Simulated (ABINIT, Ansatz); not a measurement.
# Rb2H6Pt (Fm-3m): one start, several treatments of the self-energy

How much does the gap of Rb2H6Pt (Fm-3m) depend on the approximation to the self-energy?

Program: ABINIT 10.8.3. Level of theory: LDA and many-body steps on it, plane waves. Results are calculated unless marked as measured.

This is a report of a sequence of runs, with most program output left out.

## 1. Starting point

It takes space group Fm-3m (No. 225, cubic). The conventional cell has a = 8.522 Å, b = 8.522 Å, c = 8.522 Å, α = 90.00°, β = 90.00°, γ = 90.00°. Rb has 12 H at 3.05 Å nearest. H has 1 Pt at 1.64 Å and 4 H at 2.32 Å and 4 Rb at 3.05 Å nearest. Pt has 6 H at 1.64 Å nearest. Farther neighbours are not listed.

The cell and positions are those that the Materials Project relaxed with its own functionals (PBE, PBE+U or r2SCAN), kept fixed. Spin-orbit coupling is left out unless a step names it.

## 2. Empty states on the mesh, 2×2×2 mesh, 298 bands

This step: ABINIT 10.8.3; DFT, LDA, plane waves, norm-conserving pseudopotentials.

The sums over transitions need many empty states on a uniform mesh; this step solves for them.

Contents of run.abi:

```
acell 3*1.0 Angstrom
rprim 
  0.000000000000 4.260795920000 4.260795920000
  4.260795920000 0.000000000000 4.260795920000
  4.260795920000 4.260795920000 0.000000000000
ntypat 3
znucl 37 1 78
natom 9
typat 1 1 2 2 2 2 2 2 3
xred 
  0.750000000000 0.750000000000 0.750000000000
  0.250000000000 0.250000000000 0.250000000000
  0.807305340000 0.807305340000 0.192694660000
  0.192694660000 0.807305340000 0.192694660000
  0.807305340000 0.192694660000 0.192694660000
  0.192694660000 0.192694660000 0.807305340000
  0.807305340000 0.192694660000 0.807305340000
  0.192694660000 0.807305340000 0.807305340000
  0.000000000000 0.000000000000 0.000000000000
pp_dirpath "pseudos"
pseudos "Rb.upf, H.upf, Pt.upf"
ecut 34
ngkpt 2 2 2
nshiftk 1
shiftk 0 0 0
kptopt 1
chksymbreak 0
iscf -2
irdden 1
istwfk *1
nband 298
nbdbuf 26
tolwfr 1e-09
nstep 60
prtvol 0
indata_prefix "in"
outdata_prefix "out"
tmpdata_prefix "tmp"
```

The run is started by

```sh
> OMP_NUM_THREADS=1 mpirun -n 4 abinit run.abi > log
```

It took 3.1 min on 4 MPI ranks of Arm Neoverse V2, shared host; peak memory 0.55 GiB; 12 min of CPU time.

This step gave:

- gap: 3.783 eV
- k of the valence top: 0.5, 0.5, 0
- k of the conduction bottom: 0.5, 0.5, 0
- least direct gap: 3.783 eV
- k points computed: 3
- lowest point of the top converged band, above the valence top: 76.8463 eV

On this mesh the gap is 3.783 eV.

The density comes from a self-consistent run that is not shown.

## 3. Screening, 2×2×2 mesh, 123 bands, screening to 114.3 eV

The RPA dielectric matrix is built and inverted for each q.

This step: RPA screening on LDA, plane waves, norm-conserving pseudopotentials.

Edit run.abi of step 2 so:

```diff
@@ -27,10 +27,11 @@
 chksymbreak 0
-iscf -2
-irdden 1
 istwfk *1
-nband 298
-nbdbuf 26
-tolwfr 1e-09
-nstep 60
-prtvol 0
+occopt 1
+irdwfk 1
+optdriver 3
+nband 123
+ecuteps 4.2
+inclvkb 2
+awtr 1
+symchi 1
 indata_prefix "in"
```

Run time: 24 s. Hardware: 4 MPI ranks; peak memory 1.7 GiB.

Numbers from this step:

```
ε∞ with local fields, on this mesh, along the program's q direction : 2.807
the same without local fields                                       : 3.624
plasma frequency                                                    : 19.35 eV
plane waves in the screening matrix                                 : 411
```

Local fields lower ε∞ by 23 %. On a Γ-centred mesh this coarse the value itself is usually too large, while a short band sum pulls it down.

## 4. G0W0, Godby-Needs plasmon pole

The self-energy is evaluated for the states that the input lists, and the levels follow from it, in one-shot runs by the linearised quasiparticle equation.

This step: G0W0 on LDA, plane waves, norm-conserving pseudopotentials.

Edit run.abi of step 3 so:

```diff
@@ -30,8 +30,17 @@
 irdwfk 1
-optdriver 3
+optdriver 4
 nband 123
+gwcalctyp 0
+ecutsigx 34
+symsigma 1
+nkptgw 2
+kptgw 
+  0.5000000000 0.5000000000 0.0000000000
+  0.0000000000 0.0000000000 0.0000000000
+bdgw 
+  20 23
+  19 24
 ecuteps 4.2
-inclvkb 2
-awtr 1
-symchi 1
+irdscr 1
+ppmodel 1
 indata_prefix "in"
```

Elapsed: 12 s, on 4 MPI ranks; peak memory 1.2 GiB; 46 s of CPU time.

Numbers from this step:

| Item | Value |
| --- | --- |
| G0W0 gap on the points computed | 6.1 eV |
| starting gap on the mesh | 3.783 eV |
| k of the valence top | 0.5, 0.5, 0 |
| k of the conduction bottom | 0.5, 0.5, 0 |
| Z at the valence top | 0.823 |
| Z at the conduction bottom | 0.857 |
| least direct G0W0 gap on the computed points | 6.1 eV |

The gap on the mesh goes from 3.78 eV to 6.10 eV, a correction of +2.32 eV.

## 5. G0W0, von der Linden-Horsch plasmon pole

Edit run.abi of step 4 so:

```diff
@@ -44,3 +44,3 @@
 irdscr 1
-ppmodel 1
+ppmodel 3
 indata_prefix "in"
```

Elapsed: 7.8 s, on 4 MPI ranks; peak memory 1.1 GiB.

Numbers from this step:

```
G0W0 gap on the points computed              : 6.368 eV
starting gap on the mesh                     : 3.783 eV
k of the valence top                         : 0.5, 0.5, 0
k of the conduction bottom                   : 0.5, 0.5, 0
Z at the valence top                         : 0.88
Z at the conduction bottom                   : 0.909
least direct G0W0 gap on the computed points : 6.368 eV
```

Against G0W0 in ABINIT (2×2×2 mesh, 123 bands, screening to 114.3 eV, Godby-Needs plasmon pole), the gap moves by +0.268 eV.

## 6. G0W0, Hybertsen-Louie plasmon pole

Edit run.abi of step 5 so:

```diff
@@ -44,3 +44,3 @@
 irdscr 1
-ppmodel 3
+ppmodel 2
 indata_prefix "in"
```

Run time: 12 s. Hardware: 4 MPI ranks; peak memory 1.1 GiB.

This step gave:

```yaml
g0w0_gap_on_the_points_computed: 6.292 eV
starting_gap_on_the_mesh: 3.783 eV
k_of_the_valence_top: 0.5, 0.5, 0
k_of_the_conduction_bottom: 0.5, 0.5, 0
least_direct_g0w0_gap_on_the_computed_points: 6.292 eV
```

Against G0W0 in ABINIT (2×2×2 mesh, 123 bands, screening to 114.3 eV, Godby-Needs plasmon pole), the gap moves by +0.192 eV.

## 7. One-shot Hartree-Fock

This step: one-shot Hartree-Fock on LDA, plane waves, norm-conserving pseudopotentials.

Edit run.abi of step 6 so:

```diff
@@ -31,4 +31,4 @@
 optdriver 4
-nband 123
-gwcalctyp 0
+nband 25
+gwcalctyp 5
 ecutsigx 34
@@ -42,5 +42,4 @@
   19 24
-ecuteps 4.2
-irdscr 1
-ppmodel 2
+ixc_sigma 40
+fftgw 31
 indata_prefix "in"
```

Wall time 4.3 s (4 MPI ranks); peak memory 0.93 GiB.

Numbers from this step:

| Quantity | Value |
| --- | --- |
| quasiparticle gap on the points computed | 10.50 eV |
| starting gap on the mesh | 3.783 eV |
| k of the valence top | 0.5, 0.5, 0 |
| k of the conduction bottom | 0.5, 0.5, 0 |
| least direct quasiparticle gap on the computed points | 10.50 eV |

Against G0W0 in ABINIT (2×2×2 mesh, 123 bands, screening to 114.3 eV, Godby-Needs plasmon pole), the gap moves by +4.396 eV.

## 8. Screening, 2×2×2 mesh, 123 bands, screening to 114.3 eV

This step: RPA screening on LDA, plane waves, norm-conserving pseudopotentials.

Edit run.abi of step 7 so:

```diff
@@ -30,16 +30,14 @@
 irdwfk 1
-optdriver 4
-nband 25
-gwcalctyp 5
-ecutsigx 34
-symsigma 1
-nkptgw 2
-kptgw 
-  0.5000000000 0.5000000000 0.0000000000
-  0.0000000000 0.0000000000 0.0000000000
-bdgw 
-  20 23
-  19 24
-ixc_sigma 40
-fftgw 31
+optdriver 3
+nband 123
+ecuteps 4.2
+inclvkb 2
+awtr 1
+symchi 1
+gwcalctyp 2
+nfreqre 16
+freqremax 40 eV
+nfreqim 8
+spmeth 1
+nomegasf 120
 indata_prefix "in"
```

Elapsed: 33 s, on 4 MPI ranks; peak memory 2.9 GiB; 2.2 min of CPU time.

This step gave:

```
ε∞ with local fields, on this mesh, along the program's q direction : 2.826
the same without local fields                                       : 3.660
plasma frequency                                                    : 19.35 eV
plane waves in the screening matrix                                 : 411
```

## 9. G0W0, contour deformation

This step: G0W0 on LDA, plane waves, norm-conserving pseudopotentials.

Edit run.abi of step 8 so:

```diff
@@ -30,14 +30,16 @@
 irdwfk 1
-optdriver 3
+optdriver 4
 nband 123
+gwcalctyp 2
+ecutsigx 34
+symsigma 1
+nkptgw 2
+kptgw 
+  0.5000000000 0.5000000000 0.0000000000
+  0.0000000000 0.0000000000 0.0000000000
+bdgw 
+  20 23
+  19 24
 ecuteps 4.2
-inclvkb 2
-awtr 1
-symchi 1
-gwcalctyp 2
-nfreqre 16
-freqremax 40 eV
-nfreqim 8
-spmeth 1
-nomegasf 120
+irdscr 1
 indata_prefix "in"
```

Wall time 11 s (4 MPI ranks); peak memory 1.6 GiB; 44 s of CPU time.

This step gave:

* G0W0 gap on the points computed: 6.032 eV
* starting gap on the mesh: 3.783 eV
* k of the valence top: 0.5, 0.5, 0
* k of the conduction bottom: 0.5, 0.5, 0
* least direct G0W0 gap on the computed points: 6.032 eV

Against G0W0 in ABINIT (2×2×2 mesh, 123 bands, screening to 114.3 eV, Godby-Needs plasmon pole), the gap moves by −0.068 eV.

## 10. Side by side

Times are wall times on 4 MPI ranks of Arm Neoverse V2, shared host, good to a factor of about two. A run's time includes the screening step that it read.

| run | mesh | bands | screening cutoff (eV) | DFT gap (eV) | gap on the mesh (eV) | direct (eV) | ε∞ used | time |
| --- | --- | --- | --- | --- | --- | --- | --- | --- |
| G0W0, Godby-Needs plasmon pole | 2×2×2 | 123 | 114.3 | 3.783 | 6.100 | 6.100 | 2.81 | 36 s |
| G0W0, von der Linden-Horsch plasmon pole | 2×2×2 | 123 | 114.3 | 3.783 | 6.368 | 6.368 | 2.81 | 32 s |
| G0W0, Hybertsen-Louie plasmon pole | 2×2×2 | 123 | 114.3 | 3.783 | 6.292 | 6.292 | 2.81 | 36 s |
| one-shot Hartree-Fock | 2×2×2 | - | - | 3.783 | 10.496 | 10.496 | - | 4.3 s |
| G0W0, contour deformation | 2×2×2 | 123 | 114.3 | 3.783 | 6.032 | 6.032 | 2.83 | 44 s |

## 11. What came out

| Property | Result |
| --- | --- |
| G0W0, Godby-Needs plasmon pole | 6.100 eV |
| G0W0, von der Linden-Horsch plasmon pole | 6.368 eV |
| G0W0, Hybertsen-Louie plasmon pole | 6.292 eV |
| one-shot Hartree-Fock | 10.496 eV |
| G0W0, contour deformation | 6.032 eV |
| known limits | not at the basis limit; no spin polarisation; d states lean on the start; no spin-orbit coupling; coarse k mesh |

What this shows: G0W0, von der Linden-Horsch plasmon pole: +0.268 eV against G0W0, Godby-Needs plasmon pole. G0W0, Hybertsen-Louie plasmon pole: +0.192 eV against G0W0, Godby-Needs plasmon pole. One-shot Hartree-Fock: +4.396 eV against G0W0, Godby-Needs plasmon pole. G0W0, contour deformation: −0.068 eV against G0W0, Godby-Needs plasmon pole. Bare exchange alone opens the gap to 10.50 eV; against G0W0, correlation takes back 4.40 eV. Bands and cutoff are finite, so the gap is not at the basis limit. The miss can reach some tenths of an eV and take either sign; the mesh is an error of its own. In the G0W0 runs levels were corrected at 2 k points alone, so a gap called «on the mesh» is the least over those, and an edge elsewhere would be missed. The 2×2×2 mesh is coarse for this cell, which bears on the long-range parts of exchange and screening. The runs have no spin polarisation. For a closed low-spin shell that is the natural state; where a d or f shell is open it is a constraint, and the gap is then not the crystal's own. With d states at the gap, one-shot GW leans hard on its start. The many-body steps are scalar-relativistic: spin-orbit coupling is not in them.

[Paths, hosts, dates, memory and timing lines, banners, echoed tables and standing remarks are left out of the program output.]

[Logs are printed without paths, hosts, clocks, repeated set-up lines and the standing remarks that a program may print on its own settings, such as how far it seeks lower states.]

[Runs of the session that timed out or met a known fault of the program may be left out.]

[Hosts, paths, dates, database ids (printed as entryN), source tags and the programs' standing remarks are cut or masked in the printed files.]

[G0W0 gaps are taken among the corrected bands and points alone; a level outside them can change the order at an edge.]

[Where Ansatz stands beside ABINIT at settings called matched, ABINIT's density can come from a denser mesh and the files from another edition; pairs whose starting gaps differed by over 0.03 eV were left out, so agreement reads better than it is.]
